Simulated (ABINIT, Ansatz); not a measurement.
# A GW chain in ABINIT: CO2 (Cmce)

Wanted: ground state, empty states, screening and self-energy for CO2 (Cmce).

Program: ABINIT 10.8.3. Level of theory: PBEsol and many-body steps on it, plane waves. Results are calculated unless marked as measured.

### 1. The starting structure

It takes space group Cmce (No. 64, orthorhombic). The conventional cell has a = 5.272 Å, b = 4.775 Å, c = 6.587 Å, α = 90.00°, β = 90.00°, γ = 90.00°. C has 2 O at 1.17 Å nearest. Nearest to O lie 1 C at 1.17 Å. Farther neighbours and most contacts between anions are not listed.

The cell and positions are those that the Materials Project relaxed with its own functionals (PBE, PBE+U or r2SCAN), kept fixed.

### 2. Ground state

This step: ABINIT 10.8.3; DFT, PBEsol, plane waves, norm-conserving pseudopotentials.

The ground-state density comes first.

The input, run.abi:

```
acell 3*1.0 Angstrom
rprim 
  2.635911230000 -2.387378120000 0.000000000000
  2.635911230000 2.387378120000 0.000000000000
  0.000000000000 0.000000000000 6.587174910000
ntypat 2
znucl 6 8
natom 6
typat 1 1 2 2 2 2
xred 
  0.000000000000 0.000000000000 0.000000000000
  0.500000000000 0.500000000000 0.500000000000
  0.806508570000 0.193491430000 0.891843390000
  0.193491430000 0.806508570000 0.108156610000
  0.693491430000 0.306508570000 0.391843390000
  0.306508570000 0.693491430000 0.608156610000
pp_dirpath "pseudos"
pseudos "C.upf, O.upf"
ecut 37
ngkpt 6 6 4
nshiftk 1
shiftk 0 0 0
kptopt 1
chksymbreak 0
nband 23
occopt 1
tolvrs 1e-10
nstep 60
prtwf 0
optforces 0
optstress 0
indata_prefix "in"
outdata_prefix "out"
tmpdata_prefix "tmp"
```

The run is started by

```console
$ OMP_NUM_THREADS=1 mpirun -n 8 abinit run.abi > log
```

Numbers of over 12 decimals in the logs are rounded to 6 here.

What it wrote:

```text
.Version 10.8.3 of ABINIT. v10.8.2 released Aug 2026.

 Symmetries : space group Cm c a (# 64); Bravais oC (1-face-center ortho.)
================================================================================
 Values of the parameters that define the memory need of the present run
     intxc =       0    ionmov =       0      iscf =       7    lmnmax =       5
     lnmax =       5     mgfft =      72  mpssoang =       3    mqgrid =    3409
     natom =       6  nloc_mem =       1    nspden =       1   nspinor =       1
    nsppol =       1      nsym =       8    n1xccc =    2501    ntypat =       2
    occopt =       1   xclevel =       2
-    mband =          23        mffmem =           1         mkmem =           5
       mpw =        6042          nfft =      115200          nkpt =          39
================================================================================
  Rough estimation (10% accuracy) of disk space for files :
================================================================================

--------------------------------------------------------------------------------
------------- Echo of variables that govern the present computation ------------
--------------------------------------------------------------------------------
 -outvars: echo values of preprocessed input variables --------
            acell      1.8897261259E+00  1.8897261259E+00  1.8897261259E+00 Bohr

      chksymbreak           0
             ecut      3.70000000E+01 Hartree
-          fftalg         312

              ixc     -116133
              kpt      0.00000000E+00  0.00000000E+00  0.00000000E+00
                       1.66666667E-01  0.00000000E+00  0.00000000E+00
                       3.33333333E-01  0.00000000E+00  0.00000000E+00
                       5.00000000E-01  0.00000000E+00  0.00000000E+00
                       1.66666667E-01  1.66666667E-01  0.00000000E+00
                       3.33333333E-01  1.66666667E-01  0.00000000E+00
                       5.00000000E-01  1.66666667E-01  0.00000000E+00
                      -3.33333333E-01  1.66666667E-01  0.00000000E+00
                      -1.66666667E-01  1.66666667E-01  0.00000000E+00
   [... 28 further rows ...]
                      -3.33333333E-01  3.33333333E-01  5.00000000E-01
                       5.00000000E-01  5.00000000E-01  5.00000000E-01
         kptrlatt        6    0    0      0    6    0      0    0    4
          kptrlen      4.03231283E+01
P           mkmem           5
            natom           6
            nband          23
            ngfft          40      40      72
             nkpt          39
            nstep          60
             nsym           8
           ntypat           2
              occ      2.000000  2.000000  2.000000  2.000000  2.000000  2.000000
                       2.000000  2.000000  2.000000  2.000000  2.000000  2.000000
                       2.000000  2.000000  2.000000  2.000000  0.000000  0.000000
                       0.000000  0.000000  0.000000  0.000000  0.000000
        optforces           0
        optstress           0
            prtwf           0
            rprim      2.6359112300E+00 -2.3873781200E+00  0.0000000000E+00
[...]
spgroup          64

           tolvrs      1.00000000E-10

             xred      0.0000000000E+00  0.0000000000E+00  0.0000000000E+00
[...]
znucl        6.00000    8.00000

================================================================================

 chkinp: Checking input parameters for consistency.

================================================================================
== DATASET  1 ==================================================================
-   mpi_nproc: 8, omp_nthreads: 1 (-1 if OMP is not activated)

--- !DatasetInfo
iteration_state: {dtset: 1, }
dimensions: {natom: 6, nkpt: 39, mband: 23, nsppol: 1, nspinor: 1, nspden: 1, mpw: 6042, }
cutoff_energies: {ecut:  37.0, pawecutdg:  -1.0, }
electrons: {nelect:   3.20000000E+01, charge:   0.00000000E+00, occopt:   1.00000000E+00, tsmear:   1.00000000E-02, }

 Real(R)+Recip(G) space primitive vectors, cartesian coordinates (Bohr,Bohr^-1):
 R(1)=  4.9811503 -4.5114908  0.0000000  G(1)=  0.1003784 -0.1108281  0.0000000
 R(2)=  4.9811503  4.5114908  0.0000000  G(2)=  0.1003784  0.1108281  0.0000000
 R(3)=  0.0000000  0.0000000 12.4479565  G(3)=  0.0000000  0.0000000  0.0803345
 Unit cell volume ucvol=  5.5947126E+02 bohr^3
 Angles (23,13,12)=  9.00000000E+01  9.00000000E+01  8.43350681E+01 degrees

 getcut: wavevector=  0.0000  0.0000  0.0000  ngfft=  40  40  72
         ecut(hartree)=     37.000   => boxcut(ratio)=   2.11236

--- Pseudopotential description ------------------------------------------------
- C Generated using ONCVPSP code by D. R. Hamann
-  6.00000   4.00000  180301                  znucl, zion, pspdat
12 -116133 1 -1 1248                          pspcod,pspxc,lmax,lloc,mmax
     nproj     2     2     0
  pspatm : epsatm=    4.34909242
         --- l  ekb(1:nproj) -->
[...]
pspatm: atomic psp has been read  and splines computed

- O Generated using ONCVPSP code by D. R. Hamann
-  8.00000   6.00000  180301                  znucl, zion, pspdat
12 -116133 2 -1 936                           pspcod,pspxc,lmax,lloc,mmax
     nproj     2     2     1
  pspatm : epsatm=    6.22910120
         --- l  ekb(1:nproj) -->
[...]
2   -1.335834
 pspatm: atomic psp has been read  and splines computed

   1.07566687E+03                                ecore*ucvol(ha*bohr**3)
--------------------------------------------------------------------------------

_setup2: Arith. and geom. avg. npw (full set) are    6015.021    6015.012

================================================================================

--- !BeginCycle
iteration_state: {dtset: 1, }
solver: {iscf: 7, nstep: 60, nline: 4, wfoptalg: 0, }
tolerances: {tolvrs: 1.00E-10, }

     iter   Etot(hartree)      deltaE(h)  residm     vres2
 ETOT  1  -77.677785775154    -7.768E+01 1.414E-01 4.287E+02
 ETOT  2  -77.688402004025    -1.062E-02 4.780E-02 5.651E+02
 ETOT  3  -77.905679354916    -2.173E-01 4.195E-03 1.181E+01
 ETOT  4  -77.908991281055    -3.312E-03 1.125E-03 2.526E-01
 ETOT  5  -77.909059777045    -6.850E-05 4.026E-04 2.351E-03
 ETOT  6  -77.909059914994    -1.379E-07 2.933E-04 2.924E-04
 ETOT  7  -77.909059944860    -2.987E-08 1.115E-04 1.381E-05
 ETOT  8  -77.909059945691    -8.308E-10 2.476E-04 2.128E-07
 ETOT  9  -77.909059945706    -1.519E-11 6.910E-05 1.168E-08
 ETOT 10  -77.909059945709    -2.203E-12 1.436E-04 1.206E-09
 ETOT 11  -77.909059945707     1.222E-12 3.551E-05 2.505E-11

 At SCF step   11       vres2   =  2.51E-11 < tolvrs=  1.00E-10 =>converged.

--- !ResultsGS
iteration_state: {dtset: 1, }
comment   : Summary of ground state results
lattice_vectors:
- [  4.9811503,  -4.5114908,   0.0000000, ]
- [  4.9811503,   4.5114908,   0.0000000, ]
- [  0.0000000,   0.0000000,  12.4479565, ]
lattice_lengths: [   6.72052,    6.72052,   12.44796, ]
lattice_angles: [ 90.000,  90.000,  84.335, ] # degrees, (23, 13, 12)
lattice_volume:   5.5947126E+02
convergence: {deltae:  1.222E-12, res2:  2.505E-11, residm:  3.551E-05, diffor:  0.000E+00, }
etotal    :  -7.79090599E+01
entropy   :   0.00000000E+00
fermie    :  -1.14492192E-01
cartesian_stress_tensor: null
pressure_GPa: null
xred      :
- [  0.0000E+00,   0.0000E+00,   0.0000E+00,  C]
- [  5.0000E-01,   5.0000E-01,   5.0000E-01,  C]
- [  8.0651E-01,   1.9349E-01,   8.9184E-01,  O]
- [  1.9349E-01,   8.0651E-01,   1.0816E-01,  O]
- [  6.9349E-01,   3.0651E-01,   3.9184E-01,  O]
- [  3.0651E-01,   6.9349E-01,   6.0816E-01,  O]
cartesian_forces: null
force_length_stats: {min: null, max: null, mean: null, }

 Integrated electronic density in atomic spheres:
 ------------------------------------------------
 Atom  Sphere_radius  Integrated_density
[...]
================================================================================

 ----iterations are completed or convergence reached----

 Mean square residual over all n,k,spin=   11.192E-08; max=  35.508E-06
 reduced coordinates (array xred) for    6 atoms
[...]
0.500000000000      0.500000000000      0.500000000000
       0.806508570000      0.193491430000      0.891843390000
       0.193491430000      0.806508570000      0.108156610000
       0.693491430000      0.306508570000      0.391843390000
       0.306508570000      0.693491430000      0.608156610000
 rms dE/dt=  0.0000E+00; max dE/dt=  0.0000E+00; dE/dt below (all hartree)
    1       0.000000000000      0.000000000000      0.000000000000
    2       0.000000000000      0.000000000000      0.000000000000
    3       0.000000000000      0.000000000000      0.000000000000
    4       0.000000000000      0.000000000000      0.000000000000
    5       0.000000000000      0.000000000000      0.000000000000
    6       0.000000000000      0.000000000000      0.000000000000

 cartesian coordinates (angstrom) at end:
    1      0.000000     0.000000     0.000000
    2      2.635911    -0.000000     3.293587
    3      2.635911    -1.463504     5.874728
    4      2.635911     1.463504     0.712447
    5      2.635911    -0.923874     2.581141
    6      2.635911     0.923874     4.006034
 length scales=  1.889726125908  1.889726125908  1.889726125908 bohr
              =  1.000000000000  1.000000000000  1.000000000000 angstroms
 prteigrs : about to open file out_EIG
 Fermi (or HOMO) energy (hartree) =  -0.11449   Average Vxc (hartree)=  -0.30787
 Eigenvalues (hartree) for nkpt=  39  k points:
 kpt#   1, nband= 23, wtk=  0.00694, kpt=  0.0000  0.0000  0.0000 (reduced coord)
  -0.87616   -0.86985   -0.83270   -0.82967   -0.30869   -0.30578   -0.30115   -0.26616
  -0.24628   -0.24493   -0.24452   -0.24280   -0.15021   -0.14851   -0.13704   -0.13510
   0.12738    0.14672    0.16673    0.17176    0.20456    0.23428    0.36252
 prteigrs : prtvol=0 or 1, do not print more k-points.

--- !EnergyTerms
iteration_state     : {dtset: 1, }
comment             : Components of total free energy in Hartree
kinetic             :  5.19425415049811E+01
hartree             :  2.79582185127639E+01
xc                  : -2.04826653171388E+01
Ewald energy        : -4.19377371862903E+01
psp_core            :  1.92264901230890E+00
local_psp           : -8.65371436158599E+01
non_local_psp       : -1.07749228564723E+01
total_energy        : -7.79090599457074E+01
total_energy_eV     : -2.12001352224393E+03
band_energy         : -1.23470076525115E+01

== END DATASET(S) ==============================================================
================================================================================

 -outvars: echo values of variables after computation  --------
           etotal     -7.7909059946E+01
            nband          23
             nkpt          39
          spgroup          64
 [... the other variables as echoed above ...]

 Calculation completed.
```

The job ended after 63 s (8 MPI ranks of Arm Neoverse N1, shared host; peak memory 0.72 GiB).

Numbers from this step:

* total energy: -2120.0135 eV
* gap: 6.582 eV
* k of the valence top: 0.5, 0.5, 0
* k of the conduction bottom: 0, 0, 0
* least direct gap: 7.142 eV

The gap is indirect, with the least direct gap 0.56 eV higher.

[end of part 1 of 3]

[Paths, hosts, dates, memory and timing lines, banners, echoed tables and standing remarks are left out of the program output.]

[Logs are printed without paths, hosts, clocks, repeated set-up lines and the standing remarks that a program may print on its own settings, such as how far it seeks lower states.]

[Runs of the session that timed out or met a known fault of the program may be left out.]

[Hosts, paths, dates, database ids (printed as entryN), source tags and the programs' standing remarks are cut or masked in the printed files.]

[G0W0 gaps are taken among the corrected bands and points alone; a level outside them can change the order at an edge.]

[Where Ansatz stands beside ABINIT at settings called matched, ABINIT's density can come from a denser mesh and the files from another edition; pairs whose starting gaps differed by over 0.03 eV were left out, so agreement reads better than it is.]
